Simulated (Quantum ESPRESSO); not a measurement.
Entries from a set of simulations; values are calculated unless marked as measured.

## Fixed-spin-moment curve of MnZn

It takes space group Pm-3m (No. 221, cubic). The conventional cell has a = 3.070 Å, b = 3.070 Å, c = 3.070 Å, α = 90.00°, β = 90.00°, γ = 90.00°. Nearest to Mn lie 8 Zn at 2.66 Å. Nearest to Zn lie 8 Mn at 2.66 Å. Farther neighbours are not listed.

```
CELL_PARAMETERS angstrom
3.07000 0.00000 0.00000
0.00000 3.07000 0.00000
0.00000 0.00000 3.07000
ATOMIC_POSITIONS crystal
Mn 0.00000 0.00000 0.00000
Zn 0.50000 0.50000 0.50000
```

```yaml
method: LDA; plane waves with GBRV 1.5 LDA potentials, no spin-orbit coupling (and 1 further level or step)
program: Quantum ESPRESSO 7.5
settings_of_one_run: GBRV 1.5 LDA, potential files Mn: mn_lda_v1.5.uspp.F.UPF, Zn: zn_lda_v1.uspp.F.UPF, cutoff 544.23 eV, 10×10×10 k-mesh, 26 bands, cold occupations, smearing width 0.136 eV, collinear spin, SCF threshold 4.00e-9, starting moments 3.5 0 μB
cost: 9 runs, 2.6 min in all on 2 MPI ranks of Arm Neoverse V2, shared host (the runs of this entry)
notes: The run is spin-polarised, with a total moment of 3.05 μB a cell (absolute 3.30). The cell holds one seeded atom, so opposed orders, which may lie lower, cannot form in it.
moment_of_the_free_run: 3.05 μB a cell
energy_at_zero_total_moment: 810 meV a cell over the lowest
delta_e_delta_m2_from_the_lowest_point_to_3p43_and_to_2p74_mu_b: 264 and 326 meV/μB²
```

At zero total moment the site moments vanish, so the 810 meV a cell is the energy of forming them. The points show one minimum alone.

[Logs and program files are shortened in this print: banners, set-up blocks, solver, clock and traceback lines can be left out without a mark of their own.]

[Logs are printed without paths, hosts, clocks, repeated set-up lines and the standing remarks that a program may print on its own settings, such as how far it seeks lower states.]

[Hosts, paths, dates, database ids (printed as entryN), source tags and the programs' standing remarks are cut or masked in the printed files.]

[Where a cell is said to come from a database of computed structures, the database is the Materials Project.]
